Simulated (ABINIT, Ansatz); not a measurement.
# A GW chain in ABINIT: KCaF3 (Pm-3m), part 3 of 3

Aim: the G0W0 gap of KCaF3 (Pm-3m) on PBEsol, step by step.

ABINIT 10.8.3; PBEsol and many-body steps on it, plane waves. Known limits of the many-body steps: not at the basis limit; coarse k mesh.

So far. Step 4 (Empty states on the mesh, 2×2×2 mesh, 182 bands): On this mesh the gap is 6.057 eV. Step 5 (Screening, 2×2×2 mesh, 166 bands, screening to 176.9 eV): Local fields lower ε∞ by 8 %. On a Γ-centred mesh this coarse the value itself is usually too large, while a short band sum pulls it down.

## Step 6: Self-energy, 2×2×2 mesh, 166 bands, screening to 176.9 eV

The self-energy is evaluated for the states that the input lists, and the levels follow from it, in one-shot runs by the linearised quasiparticle equation.

This step: G0W0 on PBEsol, plane waves, norm-conserving pseudopotentials.

Contents of run.abi:

```
acell 3*1.0 Angstrom
rprim 
  4.481726000000 0.000000000000 0.000000000000
  0.000000000000 4.481726000000 0.000000000000
  0.000000000000 0.000000000000 4.481726000000
ntypat 3
znucl 19 20 9
natom 5
typat 1 2 3 3 3
xred 
  0.500000000000 0.500000000000 0.500000000000
  0.000000000000 0.000000000000 0.000000000000
  0.000000000000 0.500000000000 0.000000000000
  0.000000000000 0.000000000000 0.500000000000
  0.500000000000 0.000000000000 0.000000000000
pp_dirpath "pseudos"
pseudos "K.upf, Ca.upf, F.upf"
ecut 36
ngkpt 2 2 2
nshiftk 1
shiftk 0 0 0
kptopt 1
chksymbreak 0
istwfk *1
occopt 1
irdwfk 1
optdriver 4
nband 166
gwcalctyp 0
ecutsigx 36
symsigma 1
nkptgw 2
kptgw 
  0.5000000000 0.5000000000 0.5000000000
  0.0000000000 0.0000000000 0.0000000000
bdgw 
  18 23
  18 24
ecuteps 6.5
irdscr 1
ppmodel 1
indata_prefix "in"
outdata_prefix "out"
tmpdata_prefix "tmp"
```

The run is started by

```sh
> OMP_NUM_THREADS=1 mpirun -n 4 abinit run.abi > log
```

Numbers of over 12 decimals in the logs are rounded to 6 here.

The log of the run:

```text
.Version 10.8.3 of ABINIT. v10.8.2 released Aug 2026.

 Symmetries : space group Pm -3 m (#221); Bravais cP (primitive cubic)
[... echo of the input left out ...]
== DATASET  1 ==================================================================
-   mpi_nproc: 4, omp_nthreads: 1 (-1 if OMP is not activated)

--- !DatasetInfo
iteration_state: {dtset: 1, }
dimensions: {natom: 5, nkpt: 4, mband: 166, nsppol: 1, nspinor: 1, nspden: 1, mpw: 6302, }
cutoff_energies: {ecut:  36.0, pawecutdg:  -1.0, }
electrons: {nelect:   4.00000000E+01, charge:   0.00000000E+00, occopt:   1.00000000E+00, tsmear:   1.00000000E-02, }

 SIGMA: Calculation of the GW corrections

 Based on a program developped by R.W. Godby, V. Olevano, G. Onida, and L. Reining.
 Incorporated in ABINIT by V. Olevano, G.-M. Rignanese, and M. Torrent.
.Using double precision arithmetic ; gwpc =  8

[... cell and pseudopotentials left out ...]
--------------------------------------------------------------------------------

 ==== K-mesh for the wavefunctions ====
 Number of points in the irreducible wedge :     4
[... list of points left out ...]
 Together with 48 symmetry operations and time-reversal symmetry
 yields     8 points in the full Brillouin Zone.

 ==== Q-mesh for screening function ====
 Number of points in the irreducible wedge :     4
[... list of points left out ...]
 Together with 48 symmetry operations and time-reversal symmetry
 yields     8 points in the full Brillouin Zone.

 vcoul_init : cutoff-mode = AUXILIARY_FUNCTION
 q-points for optical limit:   1
     1)      0.000010    0.000020    0.000030
 setmesh: FFT mesh size selected  =    45x   45x   45
          total number of points  =        91125

 Number of electrons calculated from density =   40.0000; Expected =   40.0000
 average of density, n =  0.065846
 r_s =    1.5362
 omega_plasma =   24.7525 [eV]

 === KS Band Gaps ===
  >>>> For spin  1
   Minimum direct gap =   6.2372 [eV], located at k-point      :   0.0000  0.0000  0.0000
   Fundamental gap    =   6.0567 [eV], Top of valence bands at :   0.5000  0.5000  0.5000
                                       Bottom of conduction at :   0.0000  0.0000  0.0000
 SIGMA fundamental parameters:
 PLASMON POLE MODEL  1
 number of plane-waves for SigmaX                 6235
 number of plane-waves for SigmaC and W            461
 number of plane-waves for wavefunctions          6235
 number of bands                                   166
 number of independent spin polarizations            1
 number of spinorial components                      1
 number of k-points in IBZ                           4
 number of q-points in IBZ                           4
 number of symmetry operations                      48
 number of k-points in BZ                            8
 number of q-points in BZ                            8
 number of frequencies for dSigma/dE                 9
 frequency step for dSigma/dE [eV]                0.25
 number of omega for Sigma on real axis              0
 max omega for Sigma on real axis  [eV]           0.00
 zcut for avoiding poles [eV]                     0.10

 EPSILON^-1 parameters (SCR file):
 dimension of the eps^-1 matrix on file            461
 dimension of the eps^-1 matrix used               461
 number of plane-waves for wavefunctions          6235
 number of bands                                   166
 number of q-points in IBZ                           4
 number of frequencies                               2
 number of real frequencies                          1
 number of imag frequencies                          1

 matrix elements of self-energy operator (all in [eV])

 Perturbative Calculation

--- !SelfEnergy_ee
iteration_state: {dtset: 1, }
kpoint     : [   0.500,    0.500,    0.500, ]
spin       : 1
KS_gap     :    9.665
QP_gap     :   13.972
Delta_QP_KS:    4.307
data: !SigmaeeData |
     Band     E0 <VxcDFT>   SigX SigC(E0)      Z dSigC/dE  Sig(E)    E-E0       E
       18  -0.452 -22.095 -29.579   4.963   0.806  -0.240 -24.128  -2.033  -2.485
       19  -0.452 -22.095 -29.579   4.963   0.806  -0.240 -24.128  -2.033  -2.485
       20  -0.452 -22.095 -29.579   4.963   0.806  -0.240 -24.128  -2.033  -2.485
       21   9.213  -9.943  -4.578  -2.818   0.893  -0.120  -7.669   2.274  11.487
       22   9.213  -9.943  -4.578  -2.818   0.893  -0.120  -7.669   2.274  11.487
       23   9.213  -9.943  -4.578  -2.818   0.893  -0.120  -7.669   2.274  11.487

--- !SelfEnergy_ee
iteration_state: {dtset: 1, }
kpoint     : [   0.000,    0.000,    0.000, ]
spin       : 1
KS_gap     :    6.237
QP_gap     :    9.645
Delta_QP_KS:    3.408
data: !SigmaeeData |
     Band     E0 <VxcDFT>   SigX SigC(E0)      Z dSigC/dE  Sig(E)    E-E0       E
       18  -0.633 -22.255 -29.752   4.946   0.808  -0.237 -24.317  -2.062  -2.695
       19  -0.633 -22.255 -29.752   4.946   0.808  -0.237 -24.317  -2.062  -2.695
       20  -0.633 -22.255 -29.752   4.946   0.808  -0.237 -24.317  -2.062  -2.695
       21   5.605  -8.083  -3.876  -2.705   0.896  -0.116  -6.737   1.346   6.951
       22   8.376 -12.906  -6.207  -3.227   0.882  -0.134  -9.844   3.062  11.438
       23   8.376 -12.906  -6.207  -3.227   0.882  -0.134  -9.844   3.062  11.438
       24   8.376 -12.906  -6.207  -3.227   0.882  -0.134  -9.844   3.062  11.438

== END DATASET(S) ==============================================================
================================================================================

 -outvars: echo values of variables after computation  --------
           etotal      0.0000000000E+00
            nband         166
             nkpt           4
          spgroup         221
 [... the other variables as echoed above ...]

 Calculation completed.
```

Elapsed: 22 s, on 4 MPI ranks of Arm Neoverse V2, shared host; peak memory 1.2 GiB.

Numbers from this step:

* G0W0 gap on the points computed: 9.436 eV
* starting gap on the mesh: 6.057 eV
* k of the valence top: 0.5, 0.5, 0.5
* k of the conduction bottom: 0, 0, 0
* Z at the valence top: 0.806
* Z at the conduction bottom: 0.896
* least direct G0W0 gap on the computed points: 9.646 eV

The gap on the mesh goes from 6.06 eV to 9.44 eV, a correction of +3.38 eV.

Limits: finite bands, cutoff and mesh; coarse k mesh. v1 is the top filled band, c1 the lowest empty one. The levels before and after the correction (eV, zero at the valence-band top of each column):

|  | conduction bottom | valence top |
| --- | --- | --- |
| Kohn-Sham | 6.06 | 0.00 |
| G0W0 | 9.44 | 0.00 |

|  | level | energy (eV) |
| --- | --- | --- |
| Kohn-Sham | (0.5 0.5 0.5) v3-v1 | 0.000 |
| Kohn-Sham | (0.5 0.5 0.5) c1-c3 | 9.665 |
| Kohn-Sham | Γ v3-v1 | -0.180 |
| Kohn-Sham | Γ c1 | 6.057 |
| Kohn-Sham | Γ c2-c4 | 8.828 |
| G0W0 | (0.5 0.5 0.5) v3-v1 | 0.000 |
| G0W0 | (0.5 0.5 0.5) c1-c3 | 13.972 |
| G0W0 | Γ v3-v1 | -0.210 |
| G0W0 | Γ c1 | 9.436 |
| G0W0 | Γ c2-c4 | 13.923 |

## Step 7: Where the time went

Times are wall times on 4 MPI ranks of Arm Neoverse V2, shared host, good to a factor of about two.

| step | time | share | memory (GiB) |
| --- | --- | --- | --- |
| ground state | 35 s | 19 % | 0.38 |
| bands along the symmetry lines | 54 s | 29 % | 0.4 |
| empty states on the mesh | 45 s | 24 % | 0.4 |
| screening | 32 s | 17 % | 1.2 |
| self-energy | 22 s | 12 % | 1.2 |

## Step 8: Outcome

```
PBEsol gap           : 6.06 eV, indirect
G0W0 gap on the mesh : 9.44 eV
GW settings          : 2×2×2 mesh, 166 bands, screening to 176.9 eV, Godby-Needs plasmon pole
known limits         : not at the basis limit; coarse k mesh
```

What this shows: G0W0 moves the gap on the mesh from 6.06 eV to 9.44 eV (+3.38 eV), with Z of 0.81 and 0.90 at the edges. Local fields lower the RPA ε∞ on this mesh from 2.19 to 2.01; a Γ-centred mesh this coarse tends to raise both, most where the direct gap is narrow, while a short band sum lowers them. Only 2 of the mesh's irreducible points were corrected, so a valley elsewhere could overtake. Bands and cutoff are finite, so the gap is not at the basis limit. The miss can reach some tenths of an eV and take either sign; the mesh is an error of its own. In the G0W0 run levels were corrected at 2 k points alone, so a gap called «on the mesh» is the least over those, and an edge elsewhere would be missed. The 2×2×2 mesh is coarse for this cell, which bears on the long-range parts of exchange and screening. This is the ideal cubic cell; many perovskites, halides above all, are cubic only on average, and local tilts or off-centring can widen the gap.

[Paths, hosts, dates, memory and timing lines, banners, echoed tables and standing remarks are left out of the program output.]

[Logs are printed without paths, hosts, clocks, repeated set-up lines and the standing remarks that a program may print on its own settings, such as how far it seeks lower states.]

[Runs of the session that timed out or met a known fault of the program may be left out.]

[Hosts, paths, dates, database ids (printed as entryN), source tags and the programs' standing remarks are cut or masked in the printed files.]

[G0W0 gaps are taken among the corrected bands and points alone; a level outside them can change the order at an edge.]

[Where Ansatz stands beside ABINIT at settings called matched, ABINIT's density can come from a denser mesh and the files from another edition; pairs whose starting gaps differed by over 0.03 eV were left out, so agreement reads better than it is.]
